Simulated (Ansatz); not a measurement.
An input for Ansatz 0.2.0 (InAs (F-43m)):

```yaml
crystal:
  lattice:
    - [0.0, 3.018, 3.018]
    - [3.018, 0.0, 3.018]
    - [3.018, 3.018, 0.0]
  atoms:
    - { symbol: In, position: [0.0, 0.0, 0.0] }
    - { symbol: As, position: [0.25, 0.25, 0.25] }
kpoints:
  mp_grid: { grid: [4, 4, 4] }
hamiltonian:
  xc: r2scan
  pseudopotentials: { kind: paw, azcp: { folder: soft_1 } }
scf:
  occupations: { method: fixed }
gw:
  n_empty_bands: 648
  ecut_chi: 300
  qp_bands: [v2, c2]
  qp_kpoints: band_edges
  screening: { model: contour_deformation }
```

The database entry behind the starting cell differs from later determinations by our own check (about 0.4 % short), so it need not match the best structure at ambient conditions.

```sh
ansatz run input.yaml --threads 3 --pin off --max-ram 92160MiB --backend cuda --events-out ev --progress --plain --runs-dir out --devices 1 --max-vram 13GiB
```

Estimate wall time and host memory on 1 × NVIDIA H100 80GB HBM3 (shared by 6 runs) with 3 threads of AMD EPYC 7R13 (Zen 3), shared host.

It took 15 s; on shared hardware allow 7.6 s to 30 s. Peak host memory was 2.0 GiB. The sizes that set the cost: 1411 plane waves a state, 8 irreducible k points, 662 bands summed, 645 plane waves in the screening and 7 SCF cycles.

The screening grows as filled bands × empty bands × pairs of k points, times the square of the screening basis for the matrix.

[Paths, hosts, dates, memory and timing lines, banners, echoed tables and standing remarks are left out of the program output.]

[Logs are printed without paths, hosts, clocks, repeated set-up lines and the standing remarks that a program may print on its own settings, such as how far it seeks lower states.]

[Runs of the session that timed out or met a known fault of the program may be left out.]

[Cells called generated may have been cut or substituted from an entry of the Crystallography Open Database or the Materials Project.]

[Hosts, paths, dates, database ids (printed as entryN), source tags and the programs' standing remarks are cut or masked in the printed files.]
